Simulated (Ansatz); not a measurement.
# Pd(111) with 4 thermally displaced layers, 2x2: scattering by thermal displacements

Wanted: the phonon-limited resistivity of Pd at 800 K by the Landauer route.

Main program and level: Ansatz 0.2.0; Ansatz plane-wave DFT, PBE, PAW files; ballistic transport by layer matching (Landauer), zero bias; PAW set soft_1.

Most raw output is cut from this account.

## 1. Set-up

The cell holds 40 atoms: 40 Pd. Its edges and angles: a = 5.501 Å, b = 5.501 Å, c = 22.514 Å, α = 93.5°, β = 86.5°, γ = 120.0°. It derives from Pd. Regions: lead, 24 atoms (24 Pd); scattering region, 16 atoms (16 Pd). The structure is stacked along c, and the current runs across the ab planes.

## 2. With 4 displaced layers

Each atom of 4 layers is moved at random, by amounts drawn from a normal law 0.1209 Å wide in each direction from the Debye model (274 K) at 800 K. The layers about the cell's end stay perfect and serve as the lead. Disorder leaves little or no symmetry, which makes such runs dear. Energies from -0.05 to 0.05 eV in steps of 0.05 eV are too few for the program's thermal sum, so it prints no conductance; for a metal the transmission near the Fermi level serves, at a fraction of the cost.

input.yaml reads:

```yaml
crystal:
  lattice:
    - [5.5010079149, 0.0, 0.0]
    - [-2.7505039575, 4.7640126007, 0.0]
    - [1.3752519787, -0.7940021001, 22.4577707709]
  atoms:
    - { symbol: Pd, position: [0.9916666667, 0.0083333333, 0.05] }
    - { symbol: Pd, position: [0.9916666667, 0.5083333333, 0.05] }
    - { symbol: Pd, position: [0.4916666667, 0.0083333333, 0.05] }
    - { symbol: Pd, position: [0.4916666667, 0.5083333333, 0.05] }
    - { symbol: Pd, position: [0.1416666667, 0.3583333333, 0.15] }
    - { symbol: Pd, position: [0.1416666667, 0.8583333333, 0.15] }
    - { symbol: Pd, position: [0.6416666667, 0.3583333333, 0.15] }
    - { symbol: Pd, position: [0.6416666667, 0.8583333333, 0.15] }
[... 28 atom lines left out ...]
    - { symbol: Pd, position: [0.8416666667, 0.1583333333, 0.95] }
    - { symbol: Pd, position: [0.8416666667, 0.6583333333, 0.95] }
    - { symbol: Pd, position: [0.3416666667, 0.1583333333, 0.95] }
    - { symbol: Pd, position: [0.3416666667, 0.6583333333, 0.95] }
kpoints:
  mp_grid: { grid: [5, 5, 1] }
hamiltonian:
  xc: pbe
  pseudopotentials: { kind: paw, azcp: { folder: soft_1 } }
scf:
  occupations: { method: fermi_dirac, width: 0.1 }
output:
  transmission:
    leads: [[0, 4]]
    kmesh: [10, 10]
    e_range: [-0.05, 0.05]
    de: 0.05
  write_potential: true
  write_density: true
  volumetric_format: npy
  elf: true
```

Command:

```console
$ ansatz run input.yaml --threads 4 --pin off --max-ram 15360MiB --backend cpu --events-out ev --progress --plain --runs-dir out
```

It took 8.5 min on 4 threads of Arm Neoverse V1, shared host; peak memory 5.5 GiB.

Numbers from this step:

| Property | Result |
| --- | --- |
| free energy | -278913.5899 eV |
| energy at zero smearing | -278912.3917 eV |
| Fermi energy | 19.76 eV |
| cell area | 26.21 Å² |
| transmission per spin nearest the Fermi level | 3.272 |
| open channels per spin nearest the Fermi level | 5.23 |
| step of the lead's potential | 21.4 meV |

Per spin. The transmission, zone mean by energy, zero at the Fermi level:

```tsv
energy (eV)	transmission, zone mean
-0.0500	3.64
0.0000	3.27
0.0500	2.97
```

Per spin. The open channels, zone mean, lead by energy, zero at the Fermi level:

```tsv
energy (eV)	open channels, zone mean, lead
-0.0500	6.25
0.0000	5.23
0.0500	4.49
```

Transmission over k1 and k2. At 0.0000 eV from the Fermi level.

Ten even steps from '_' (1.71) to '@' (5.29):
```
--**==++**##--==__==
::====++++--++::____
--====++..++====::==
==**==::==--::++====
@@**==++++**++++==**
======++::--==::==**
--==::====++..++====
::____::++--++++====
--==__==--##**++==**
@@--::::==@@==::::--
```
Columns: k1 (b1) from -0.5 to 0.4; rows upwards: k2 (b2) from -0.5 to 0.4.

Open channels over k1 and k2. At 0.0000 eV from the Fermi level.

Values, 10 rows by 10 columns:
```
 5.0  8.0  6.0  5.0  6.0  8.0  5.0  4.0  3.0  4.0
 4.0  6.0  5.0  5.0  5.0  5.0  6.0  4.0  3.0  3.0
 4.0  5.0  5.0  5.0  4.0  5.0  5.0  5.0  4.0  4.0
 5.0  6.0  5.0  4.0  7.0  7.0  4.0  5.0  6.0  5.0
10.0  8.0  5.0  5.0  7.0  7.0  7.0  5.0  5.0  8.0
 5.0  5.0  6.0  5.0  4.0  7.0  7.0  4.0  5.0  6.0
 4.0  4.0  4.0  5.0  5.0  5.0  4.0  5.0  5.0  5.0
 4.0  3.0  3.0  4.0  6.0  5.0  5.0  5.0  5.0  6.0
 5.0  4.0  3.0  4.0  5.0  8.0  6.0  5.0  6.0  8.0
10.0  5.0  4.0  4.0  5.0 10.0  5.0  4.0  4.0  5.0
```
Columns: k1 (b1) from -0.5 to 0.4; rows upwards: k2 (b2) from -0.5 to 0.4.

ELF in the ca plane at fractional y = 0.543, with atoms of Pd within 0.2 Å of it. It is the smooth field of the valence electrons, not physical close to the nuclei.

Ten even steps from '0' (0.15) to '9' (0.44), each cell a mean:
```
11000012213942672223100011111397586236862111
11100111112864772222110011221385367222210011
44211344211598852245410111111289686221110001
76312577511134321589841112110037763224421011
65311588510111111798961122210001221268983111
22111355311122111698961122210000111498795111
11000111111588621367731112110001111388795111
21000012213976961112110111110037742258983111
11000011214842671221000011110169995223431111
32111132113965872211000001110169897221110011
65211466311588841112100011110159995222210011
76312588511234321367410122210025652246851111
44211477411122222799721134310012222388994111
11100133211478622799721124410013322497695111
11000011112987862477511112211169973378895111
```
Columns run along c (16.0 Å, from fractional 0.14 to 0.86 of the cell), rows up along a (5.5 Å). Atoms in or near the plane, at fractional coordinates: Pd at (0.35, 0.94), Pd at (0.35, 0.41), Pd at (0.66, 0.91).

Electrostatic potential energy in the ca plane at fractional y = 0.543, with atoms of Pd within 0.2 Å of it. With pseudopotentials it is smooth inside the atoms' cores, unlike the true potential.

Ten even steps from '0' (-34 eV) to '9' (23 eV), each cell a mean:
```
99999999998200048988999999999840015886579999
99999999998300058999999999999830004899999999
78999877899742479877899999999851016899999999
66899755799987899743489999999985468987789999
77899755799999999620269998899999899863358999
88999877899988999631369998899999999830037999
99999999999754689865689999999999999840027999
99999999998300269998999999999987678863358999
99999999997200059999999999999963137998789999
88999988998300159999999999999962026999999999
77899866899743479999999999999973237998999999
66899755799987899866899998999997678875579999
78899866899988999633689987899999899841148999
99999988999755688633589987899998889730027999
99999999998400268765799998999974358851137999
```
Columns run along c (16.0 Å, from fractional 0.14 to 0.86 of the cell; values clipped at the 3rd and 97th percentile), rows up along a (5.5 Å). Atoms in or near the plane, at fractional coordinates: Pd at (0.35, 0.94), Pd at (0.35, 0.41), Pd at (0.66, 0.91).

Valence density in the ca plane at fractional y = 0.543, with atoms of Pd within 0.2 Å of it. It is the smooth field of the valence electrons, not physical close to the nuclei.

Values in units of 1e0 e/Å³, 8 rows by 16 columns, each cell a mean:
```
0.3 0.2 0.3 0.3 9.2 5.2 0.4 0.3 0.2 0.3 0.4 9.2 3.5 0.7 0.5 0.2
0.7 0.3 1.0 0.3 2.0 1.4 0.9 1.0 0.2 0.3 0.3 4.7 2.1 0.4 0.2 0.3
0.7 0.4 1.3 0.3 0.2 0.2 2.7 3.6 0.3 0.5 0.2 0.3 0.3 3.2 1.7 0.2
0.3 0.2 0.4 0.3 2.3 1.0 0.9 1.3 0.3 0.3 0.2 0.4 0.4 5.0 3.0 0.3
0.3 0.2 0.3 0.4 9.8 4.6 0.2 0.2 0.2 0.2 0.2 3.2 1.5 0.7 0.5 0.2
0.7 0.3 1.0 0.4 3.8 2.1 0.3 0.2 0.2 0.2 0.2 3.5 1.8 0.4 0.2 0.3
0.7 0.4 1.3 0.4 0.4 0.4 1.4 1.1 0.3 0.5 0.2 0.5 0.5 3.2 1.7 0.2
0.3 0.2 0.4 0.3 3.9 2.0 1.4 1.2 0.3 0.5 0.2 1.6 0.8 5.0 3.0 0.3
```
Columns run along c (16.0 Å, from fractional 0.14 to 0.86 of the cell), rows up along a (5.5 Å). Atoms in or near the plane, at fractional coordinates: Pd at (0.35, 0.94), Pd at (0.35, 0.41), Pd at (0.66, 0.91).

Over the solved energies the transmission per spin lies between 2.97 and 3.64, out of 5.32 channels of the lead on average (up to 6.25).

## 3. With 8 displaced layers

Each atom of 8 layers is moved at random, by amounts drawn from a normal law 0.1209 Å wide in each direction from the Debye model (274 K) at 800 K. A fresh draw is used; the growth of the resistance with length is what counts.

System of this step: Pd(111) with 8 thermally displaced layers, 2x2. The cell holds 56 atoms: 56 Pd. Cell: a = 5.501 Å, b = 5.501 Å, c = 31.481 Å, α = 87.5°, β = 92.5°, γ = 120.0°. It derives from Pd. Regions: lead, 24 atoms (24 Pd); scattering region, 32 atoms (32 Pd). The structure is stacked along c, and the current runs across the ab planes.

input.yaml reads:

```yaml
crystal:
  lattice:
    - [5.5010079149, 0.0, 0.0]
    - [-2.7505039575, 4.7640126007, 0.0]
    - [-1.3752519787, 0.7940021001, 31.4408790793]
  atoms:
    - { symbol: Pd, position: [0.005952381, 0.994047619, 0.0357142857] }
    - { symbol: Pd, position: [0.005952381, 0.494047619, 0.0357142857] }
    - { symbol: Pd, position: [0.505952381, 0.994047619, 0.0357142857] }
    - { symbol: Pd, position: [0.505952381, 0.494047619, 0.0357142857] }
    - { symbol: Pd, position: [0.1845238095, 0.3154761905, 0.1071428571] }
    - { symbol: Pd, position: [0.1845238095, 0.8154761905, 0.1071428571] }
    - { symbol: Pd, position: [0.6845238095, 0.3154761905, 0.1071428571] }
    - { symbol: Pd, position: [0.6845238095, 0.8154761905, 0.1071428571] }
[... 44 atom lines left out ...]
    - { symbol: Pd, position: [0.3273809524, 0.1726190476, 0.9642857143] }
    - { symbol: Pd, position: [0.3273809524, 0.6726190476, 0.9642857143] }
    - { symbol: Pd, position: [0.8273809524, 0.1726190476, 0.9642857143] }
    - { symbol: Pd, position: [0.8273809524, 0.6726190476, 0.9642857143] }
kpoints:
  mp_grid: { grid: [5, 5, 1] }
hamiltonian:
  xc: pbe
  pseudopotentials: { kind: paw, azcp: { folder: soft_1 } }
scf:
  occupations: { method: fermi_dirac, width: 0.1 }
output:
  transmission:
    leads: [[0, 4]]
    kmesh: [10, 10]
    e_range: [-0.05, 0.05]
    de: 0.05
  write_potential: true
  write_density: true
  volumetric_format: npy
```

It took 16 min on 4 threads; peak memory 9.4 GiB; 61 min of CPU time.

Numbers from this step:

```
free energy                                   : -390475.9632 eV
energy at zero smearing                       : -390474.2987 eV
Fermi energy                                  : 19.78 eV
transmission per spin nearest the Fermi level : 2.255
step of the lead's potential                  : 9 meV
```

Per spin. Table of transmission, zone mean by energy, zero at the Fermi level:

```tsv
energy (eV)	transmission, zone mean
-0.0500	2.40
0.0000	2.25
0.0500	2.03
```

Over the solved energies the transmission per spin lies between 2.03 and 2.40, out of 5.25 channels of the lead on average (up to 6.13).

## 4. With 12 displaced layers

Each atom of 12 layers is moved at random, by amounts drawn from a normal law 0.1209 Å wide in each direction from the Debye model (274 K) at 800 K. A fresh draw is used; the growth of the resistance with length is what counts.

System of this step: Pd(111) with 12 thermally displaced layers, 2x2. The cell holds 72 atoms: 72 Pd. Its edges and angles: a = 5.501 Å, b = 5.501 Å, c = 40.424 Å, α = 90.0°, β = 90.0°, γ = 120.0°. It derives from Pd. Regions: lead, 24 atoms (24 Pd); scattering region, 48 atoms (48 Pd). The structure is stacked along c, and the current runs across the ab planes.

input.yaml reads:

```yaml
crystal:
  lattice:
    - [5.5010079149, 0.0, 0.0]
    - [-2.7505039575, 4.7640126007, 0.0]
    - [0.0, 0.0, 40.4239873877]
  atoms:
    - { symbol: Pd, position: [0.0, 0.0, 0.0277777778] }
    - { symbol: Pd, position: [0.0, 0.5, 0.0277777778] }
    - { symbol: Pd, position: [0.5, 0.0, 0.0277777778] }
    - { symbol: Pd, position: [0.5, 0.5, 0.0277777778] }
    - { symbol: Pd, position: [0.1666666667, 0.3333333333, 0.0833333333] }
    - { symbol: Pd, position: [0.1666666667, 0.8333333333, 0.0833333333] }
    - { symbol: Pd, position: [0.6666666667, 0.3333333333, 0.0833333333] }
    - { symbol: Pd, position: [0.6666666667, 0.8333333333, 0.0833333333] }
[... 60 atom lines left out ...]
    - { symbol: Pd, position: [0.3333333333, 0.1666666667, 0.9722222222] }
    - { symbol: Pd, position: [0.3333333333, 0.6666666667, 0.9722222222] }
    - { symbol: Pd, position: [0.8333333333, 0.1666666667, 0.9722222222] }
    - { symbol: Pd, position: [0.8333333333, 0.6666666667, 0.9722222222] }
kpoints:
  mp_grid: { grid: [5, 5, 1] }
hamiltonian:
  xc: pbe
  pseudopotentials: { kind: paw, azcp: { folder: soft_1 } }
scf:
  occupations: { method: fermi_dirac, width: 0.1 }
output:
  transmission:
    leads: [[0, 4]]
    kmesh: [10, 10]
    e_range: [-0.05, 0.05]
    de: 0.05
  write_potential: true
  write_density: true
  volumetric_format: npy
```

Elapsed: 28 min, on 4 threads; peak memory 8.2 GiB.

Numbers from this step:

```yaml
free_energy: -502037.1232 eV
energy_at_zero_smearing: -502035.0066 eV
fermi_energy: 19.79 eV
transmission_per_spin_nearest_the_fermi_level: 1.658
step_of_the_lead_s_potential: 17 meV
```

Per spin. The transmission, zone mean by energy, zero at the Fermi level:

```tsv
energy (eV)	transmission, zone mean
-0.0500	1.74
0.0000	1.66
0.0500	1.60
```

Over the solved energies the transmission per spin lies between 1.60 and 1.74, out of 5.33 channels of the lead on average (up to 6.25).

## 5. Resistance against length

This step: Ansatz plane-wave DFT, PBE, PAW files; ballistic transport by layer matching (Landauer), zero bias; resistivity from the slope of the area resistance; PAW set soft_1 (Ansatz 0.2.0).

Numbers from this step:

```
resistivity           : 55.96 µΩ cm
intercept             : -0.1179 fΩ m²
scatter about the fit : 0.008945 fΩ m²
```

Resistance, by row:

```tsv
run	length (Å)	T	channels N	RA (fΩ m²)
n4	8.983	3.295	5.323	0.3912
n8	17.97	2.226	5.25	0.8749
n12	26.95	1.665	5.33	1.397
```

The area resistance by length of the displaced region:

```tsv
length of the displaced region (Å)	area resistance (fΩ m²)
8.98	0.391
17.97	0.875
26.95	1.40
```

The area resistance goes from 0.39 to 1.4 fΩ m² between 9.0 and 26.9 Å, a slope of 56 µΩ cm.

By hand from the end points: (1.397 − 0.3912) fΩ m² / (26.95 − 8.98) Å = 56 µΩ cm, since 1 fΩ m² per Å is 1000 µΩ cm.

## 6. Summary of results

```json
{
 "resistivity from the slope": "56.0 µΩ cm",
 "area resistance over 8.98 Å": "0.391 fΩ m²",
 "area resistance over 18.0 Å": "0.875 fΩ m²",
 "area resistance over 26.9 Å": "1.40 fΩ m²"
}
```

**Reading.** The slope gives 56 µΩ cm. The points scatter by 0.0089 fΩ m² about the line, with one random draw a length in a 2x2 cell, so the slope is a rough value. The mean square of the displacements drawn is 0.78, 0.99 and 1.2 of the nominal one at the three lengths; with each resistance scaled back by that, the slope is 38 µΩ cm, the value used below. The lead's own channel count moves between the runs (5.32, 5.25 and 5.33), which shifts RA and the slope too. Read with a model of isotropic scattering on a spherical Fermi surface and the lead's 1.6×10¹⁵ S/m², this slope means a mean free path near 13 Å; over these lengths the model's slope is within 3 % of its bulk resistivity. Uncorrelated displacements put too much weight on short waves, which scatter strongly; with the sideways repeat of a small cell, one draw and three short lengths, the method is good to a factor of two or three.

[Logs are printed without paths, hosts, clocks, repeated set-up lines and the standing remarks that a program may print on its own settings, such as how far it seeks lower states.]

[Hosts, paths, dates, database ids (printed as entryN), source tags and the programs' standing remarks are cut or masked in the printed files.]
